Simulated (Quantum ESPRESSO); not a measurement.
# Gap and tunnelling decay at a withheld lattice constant: LiZnF3, cubic perovskite type

How the rows were computed: Quantum ESPRESSO 7.5 (pw.x, pwcond.x with ikind = 0), PBE, GBRV ultrasoft, cubic crystals. κ is the slowest decay along [001] at mid-gap among three points across the current.

| a (Å) | gap on the mesh (eV) | κ (1/Å) |
| --- | --- | --- |
| 3.714 | 3.000 | 0.415 |
| 3.951 | 3.171 | 0.417 |
| 4.070 | 3.178 | 0.405 |
| 4.189 | 3.136 | 0.390 |

One more run was made and is withheld. What are gap and κ at a = 3.833 Å?

**Worked estimate.** A line through the rows at 3.714 and 3.951 Å gives a gap of 3.000 + 0.502 × (3.171 − 3.000) = 3.09 eV and κ = 0.416 1/Å. The two-band model κ = 0.5123 √(m* E_g/4) needs m* = 0.875 at 3.714 Å; with that mass and the new gap, κ = 0.421 1/Å.

**Check.** The gap is 3.114 eV and κ = 0.428 1/Å. The line misses the gap by −0.028 eV and κ by −2.8 %; the two-band estimate misses κ by −1.7 %.

**Limits.** The structure type is imposed. Local and semilocal gaps and decay constants are too small; no spin-orbit coupling. For an indirect gap m* is a fitting number alone.
